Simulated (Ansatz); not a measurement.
**How SrLi2SnS4 absorbs and reflects light**

Aim: the dielectric function of SrLi2SnS4, and the optical constants that follow from it.

Calculated with Ansatz 0.2.0; DFT, LDA, plane-wave PAW, default files, scalar-relativistic, independent-particle optical response without local fields.

## (1) The starting structure

Symmetry: I-42m, No. 121, tetragonal system. The conventional cell has a = 6.659 Å, b = 6.659 Å, c = 7.918 Å, α = 90.00°, β = 90.00°, γ = 90.00°. Nearest to Sn lie 4 S at 2.37 Å. Nearest to Sr lie 8 S at 3.08 to 3.25 Å. S has 1 Sn at 2.37 Å and 2 Li at 2.47 Å and 2 Sr at 3.08 to 3.25 Å nearest. Li has 4 S at 2.47 Å nearest. Farther neighbours and most contacts between anions are not listed.

## (2) Ground state and bands

First the ground state: is it a metal or has it a gap?

This step: DFT, LDA, plane-wave PAW, default files, scalar-relativistic, ground state (Ansatz 0.2.0).

Contents of input.yaml:

```yaml
crystal:
  lattice:
    - [-3.3295, 3.3295, 3.959]
    - [3.3295, -3.3295, 3.959]
    - [3.3295, 3.3295, -3.959]
  atoms:
    - { symbol: Sn, position: [0.0, 0.0, 0.0] }
    - { symbol: Sr, position: [0.5, 0.5, 0.0] }
    - { symbol: S, position: [0.37794, 0.96474, 0.0] }
    - { symbol: S, position: [0.62206, 0.62206, 0.5868] }
    - { symbol: S, position: [0.96474, 0.37794, 0.0] }
    - { symbol: S, position: [0.03526, 0.03526, 0.4132] }
    - { symbol: Li, position: [0.75, 0.25, 0.5] }
    - { symbol: Li, position: [0.25, 0.75, 0.5] }
kpoints:
  mp_grid: { grid: [5, 5, 5] }
  band_path:
    path:
      - [[0.0, 0.0, 0.0], [0.0, 0.0, 0.5], [-0.35363646, 0.35363646, 0.5], [-0.42681823, 0.42681823, 0.42681823], [0.0, 0.0, 0.0], [0.5, 0.5, -0.5], [0.42681823, 0.57318177, -0.42681823], [0.0, 0.5, 0.0], [0.25, 0.25, 0.25], [0.5, 0.5, -0.35363646], [0.5, 0.5, -0.5]]
      - [[0.0, 0.0, 0.5], [0.25, 0.25, 0.25]]
    npoints: 4
scf:
  occupations: { method: fermi_dirac, width: 0.05 }
  n_extra_bands: 12
hamiltonian:
  xc: lda
  pseudopotentials: { kind: paw }
output:
  forces: true
  stress: true
  populations: true
  write_bands: true
```

The run is started by

```console
$ ansatz run input.yaml --threads 4 --pin off --max-ram 8192MiB --backend cpu --events-out ev --progress --plain --runs-dir out
```

Numbers of over 12 decimals in the logs are rounded to 6 here.

The program printed:

```text
scf.n_extra_bands = 12 over 27 filled bands (N_el = 54.0): the run solves 39 bands
Engine: ansatz 0.2.0, x86_64-unknown-linux-gnu
Pseudopotentials: kind: paw
Pseudopotential: Sn, paw, valence charge 14, recommended cutoff 420 eV (normal), Sn.paw.azcp
Pseudopotential: Sr, paw, valence charge 10, recommended cutoff 420 eV (normal), Sr.paw.azcp
Pseudopotential: S, paw, valence charge 6, recommended cutoff 420 eV (normal), S.paw.azcp
Pseudopotential: Li, paw, valence charge 3, recommended cutoff 420 eV (normal), Li.paw.azcp
Functional definition: SPW92
  exchange = slater_x
  correlation = pw_c
Crystal: 8 atoms, lattice volume = 175.551 Å³
Basis set: ecut = 420 eV, 3445 PW (Γ)
Bands: 39, of which v1, the nominal top of the filled ones, is band 27 counted from 1 (26 counted from 0)
Symmetry: 8 space group operations
Space group: I-42m (ITA 121), of the structure as read, at distance tolerance 5.6e-5 Å
k-points: 18 of 125 (time reversal used)
Non-local potential: Sn, projectors of the file, l = 0: 2, l = 1: 2, l = 2: 2, l = 3: 2
Non-local potential: Sr, projectors of the file, l = 0: 3, l = 1: 2, l = 2: 2
Non-local potential: S, projectors of the file, l = 0: 2, l = 1: 2, l = 2: 2
Non-local potential: Li, projectors of the file, l = 0: 3, l = 1: 2, l = 2: 1
PAW form: soft (Blöchl's): semilocal exchange-correlation on the pseudo side does not see the compensation charge
PAW frozen core: Sn, regenerated for the run's functional, and the local potential with it (the file was generated under x = pbe(κ = 0.804, μ = 0.219515), c = pbe(β = 0.066725))
PAW frozen core: Sr, regenerated for the run's functional, and the local potential with it (the file was generated under x = pbe(κ = 0.804, μ = 0.219515), c = pbe(β = 0.066725))
PAW frozen core: S, regenerated for the run's functional, and the local potential with it (the file was generated under x = pbe(κ = 0.804, μ = 0.219515), c = pbe(β = 0.066725))
PAW one-centre angular grid: Sn, 590 points (default); XC on 64 Gauss nodes
PAW one-centre angular grid: Sr, 110 points (default); XC on 64 Gauss nodes
PAW one-centre angular grid: S, 110 points (default); XC on 64 Gauss nodes
PAW one-centre angular grid: Li, 110 points (default); XC on 64 Gauss nodes
Initial density: superposition of atomic densities (neutral atoms: chi_scale 0, normalization atom), corrected by the library's trained network
Initial wavefunctions: pseudopotential atomic-orbital guess
Functional: x = slater, c = lda
SCF iter   1: F=—  HF=-13215.456547 eV  |F-HF|=—  |Δ(HF+E_count)|=         —  Δρ=6.26e-3  dr2=6.61e-2  ethr=1.77e-3  ⟨swp⟩=8.4  Hψ=3953  notcnv=0  defer=15
preconditioner: auto → Resta (q_TF=auto, 2.242 Å⁻¹)  ε∞=3.2  [insulator: Δε(μ)=2.468 eV  Ē_g=11.684 eV  σ=0.050 eV  W_gap=1.00  n_scr=26 (ndim 8)  ℏωp=17.3 eV  f_vac=0.016  D(μ)=0.00/eV (n_scr^D=0)  ε∞_Penn≈3.2]
SCF iter   2: F=—  HF=-13215.435480 eV  |F-HF|=—  |Δ(HF+E_count)|=   2.11e-2  Δρ=2.97e-3  dr2=1.24e-2  ethr=1.22e-4  ⟨swp⟩=2.0  Hψ=1399  notcnv=0  defer=66
SCF iter   3: F=—  HF=-13215.430584 eV  |F-HF|=—  |Δ(HF+E_count)|=   4.90e-3  Δρ=6.08e-4  dr2=6.03e-4  ethr=2.29e-5  ⟨swp⟩=2.0  Hψ=1043  notcnv=0  defer=66
SCF iter   4: F=—  HF=-13215.430494 eV  |F-HF|=—  |Δ(HF+E_count)|=   9.06e-5  Δρ=1.51e-4  dr2=4.70e-5  ethr=1.12e-6  ⟨swp⟩=2.6  Hψ=1070  notcnv=0  defer=66
SCF iter   5: F=—  HF=-13215.430569 eV  |F-HF|=—  |Δ(HF+E_count)|=   7.52e-5  Δρ=3.64e-5  dr2=3.17e-6  ethr=8.71e-8  ⟨swp⟩=2.6  Hψ=825  notcnv=0  defer=66
SCF iter   6: F=—  HF=-13215.430570 eV  |F-HF|=—  |Δ(HF+E_count)|=   1.01e-6  Δρ=1.08e-5  dr2=2.96e-7  ethr=5.88e-9  ⟨swp⟩=2.0  Hψ=1032  notcnv=0  defer=66
SCF iter   7: F=-13215.430570 eV  HF=-13215.430570 eV  |F-HF|=2.45e-9  |Δ(HF+E_count)|=   8.29e-8  Δρ=2.79e-6  dr2=2.24e-8  ethr=1.85e-10  ⟨swp⟩=12.0  Hψ=3864  notcnv=0
SCF 1 converged in 7 iterations: F = -13215.430570 eV  dr2 = 2.24e-8
  greatest PAW one-centre occupation: 1.000 electrons in one spin orbital (limit 2), on the Li atom at site 7 (counted from 0), in its partial waves of l = 0
NSCF: frozen V_eff on 46 k-points
SCF converged after 7 iterations
Free energy (F): -13215.430570 eV
Harris-Foulkes:  -13215.430570 eV  (|F-HF|=2.45e-9)
Internal energy: -13215.430570 eV  (E = F + TS)
E sigma→0 (E₀):  -13215.430570 eV
Fermi energy:    6.046241 eV
--- Per-component energies (eV) ---
  E_band       = -429.940398
  E_kinetic    = 907.844275
  E_local      = -2762.009985  (includes V_loc(G=0)·N_el)
  E_nonlocal   = 231.326735
  E_hartree    = 1142.195791
  E_xc         = -957.264033
  E_vxc        = -639.995131  (∫ρ·V_xc dr)
  E_paw        = -8909.440273  (= ΣΔE_a)
  E_vpaw       = -451.499258  (= ΣTr[D̂ρ^β])
  E_aug_tail   = 0.000042  (compensation charges beyond the density's cutoff)
  E_ewald      = -2869.414945
  E_core_change = 1.331824  (= ΣΔE_core)
  E_smearing   = -0.000000  (= −TS)
  E_closure    = 0.000000  (closes the sum)
  Σ components = -13215.430570   (vs F -13215.430570, Δ=0.00e0)
--- Forces (eV/Å), atoms counted from 1 ---
  atom   1  Sn     0.00000000     0.00000000     0.00000000
  atom   2  Sr    -0.00000000     0.00000000    -0.00000000
  atom   3  S     -0.16430905     0.16430905     0.21145038
  atom   4  S     -0.16430905    -0.16430905    -0.21145038
  atom   5  S      0.16430905    -0.16430905     0.21145038
  atom   6  S      0.16430905     0.16430905    -0.21145038
  atom   7  Li     0.00000000     0.00000000     0.00000000
  atom   8  Li     0.00000000    -0.00000000     0.00000000
  max |Σ_I F_I| component: 5.55e-17 eV/Å
--- Stress (GPa, compression-positive) ---
       -1.670068      -0.000000      -0.000000
        0.000000      -1.670068      -0.000000
        0.000000      -0.000000      -1.232064
  P = ⅓ Tr σ = -1.5241 GPa (-15.241 kbar)
--- Band table (eV; the first three rows and the last of 18) ---
  k-point 0: bands = [... 23 lower, 3.8117, 4.3577, 4.4389, 4.4389, 7.2972, 8.5510, 9.3039, 9.7032, ... 8 higher]
  k-point 1: bands = [... 23 lower, 4.0343, 4.0382, 4.2345, 4.2828, 7.6375, 8.4970, 8.8398, 9.6000, ... 8 higher]
  k-point 2: bands = [... 23 lower, 3.6396, 3.8184, 3.9087, 4.3217, 7.7576, 8.8432, 9.0609, 9.2624, ... 8 higher]
  k-point 17: bands = [... 23 lower, 3.4202, 4.2162, 4.3198, 4.6482, 7.4851, 8.8386, 8.8594, 9.2853, ... 8 higher]
--- Löwdin populations: 8 sites ---
  site symbol       q [e]
     0     Sn     13.2335
     1     Sr      8.3698
     2      S      6.7775
     3      S      6.7775
     4      S      6.7775
     5      S      6.7775
     6     Li      2.3806
     7     Li      2.3806
  spilling = 0.009732 (of n_electrons = 54.000000)
```

Elapsed: 15 s, on 4 threads of Intel Xeon at 2.50GHz (Skylake/Cascade Lake), shared host; peak memory 0.62 GiB; 53 s of CPU time.

Read-outs, printed or worked out from the files:

- free energy: -13215.4306 eV
- Fermi energy: 6.046 eV
- gap by band count: 2.530 eV
- electrons: 54
- symmetry operations: 8
- pressure: -1.524 GPa
- gap on the k-mesh: 2.530 eV
- volume: 175.6 Å³
- gap on the path: 2.455 eV
- least direct gap on the path: 2.455 eV

There is a gap, 2.45 eV on the path, so no carriers' term is needed. The cell is left with a pressure of -1.5 GPa and forces up to 0.31 eV/Å, as it stands unrelaxed at this level.

Electronic bands along the path, in eV, zero at the Fermi level; v1 is the highest filled band, c1 the lowest empty one:

| point | v4 | v3 | v2 | v1 | c1 | c2 | c3 | c4 |
| --- | --- | --- | --- | --- | --- | --- | --- | --- |
| Γ | -2.23 | -1.69 | -1.61 | -1.61 | 1.25 | 2.50 | 3.26 | 3.66 |
| halfway | -2.06 | -2.06 | -1.82 | -1.80 | 1.63 | 2.47 | 2.78 | 3.47 |
| X | -2.54 | -2.33 | -2.29 | -1.74 | 1.78 | 2.93 | 3.19 | 3.37 |
| halfway | -2.38 | -2.19 | -1.97 | -1.82 | 1.75 | 2.90 | 3.01 | 3.57 |
| Y | -2.68 | -1.80 | -1.76 | -1.43 | 1.44 | 2.86 | 2.87 | 3.13 |
| halfway | -2.73 | -1.78 | -1.73 | -1.35 | 1.38 | 2.80 | 2.81 | 3.15 |
| S | -2.75 | -1.77 | -1.72 | -1.32 | 1.35 | 2.77 | 2.80 | 3.16 |
| halfway | -2.12 | -1.91 | -1.89 | -1.72 | 1.46 | 2.68 | 2.94 | 2.96 |
| Γ | -2.23 | -1.69 | -1.61 | -1.61 | 1.25 | 2.50 | 3.26 | 3.66 |
| halfway | -2.42 | -1.77 | -1.77 | -1.59 | 1.78 | 3.22 | 3.26 | 3.66 |
| Z | -3.01 | -1.71 | -1.71 | -1.22 | 1.24 | 2.74 | 2.74 | 3.11 |
| halfway | -2.91 | -1.73 | -1.71 | -1.24 | 1.27 | 2.75 | 2.76 | 3.12 |
| S1 | -2.75 | -1.77 | -1.72 | -1.32 | 1.35 | 2.77 | 2.80 | 3.16 |
| halfway | -2.27 | -2.07 | -1.91 | -1.58 | 1.64 | 2.58 | 3.13 | 3.29 |
| N | -2.47 | -2.15 | -1.90 | -1.71 | 1.66 | 2.39 | 3.39 | 3.54 |
| halfway | -2.36 | -2.11 | -2.06 | -1.79 | 1.57 | 2.52 | 3.36 | 3.41 |
| P | -2.58 | -2.20 | -2.09 | -2.09 | 1.64 | 2.57 | 3.24 | 3.24 |
| halfway | -2.27 | -2.27 | -1.92 | -1.90 | 1.62 | 2.89 | 3.05 | 3.40 |
| Y1 | -2.68 | -1.80 | -1.76 | -1.43 | 1.44 | 2.86 | 2.87 | 3.13 |
| halfway | -2.86 | -1.73 | -1.72 | -1.27 | 1.30 | 2.77 | 2.77 | 3.12 |
| Z | -3.01 | -1.71 | -1.71 | -1.22 | 1.24 | 2.74 | 2.74 | 3.11 |
| jump to X | -2.54 | -2.33 | -2.29 | -1.74 | 1.78 | 2.93 | 3.19 | 3.37 |
| halfway | -2.56 | -2.26 | -2.23 | -1.84 | 1.67 | 2.85 | 2.94 | 3.33 |
| P | -2.58 | -2.20 | -2.09 | -2.09 | 1.64 | 2.57 | 3.24 | 3.24 |

(Part 1 of 2 ends here.)

[Logs are printed without paths, hosts, clocks, repeated set-up lines and the standing remarks that a program may print on its own settings, such as how far it seeks lower states.]

[Hosts, paths, dates, database ids (printed as entryN), source tags and the programs' standing remarks are cut or masked in the printed files.]
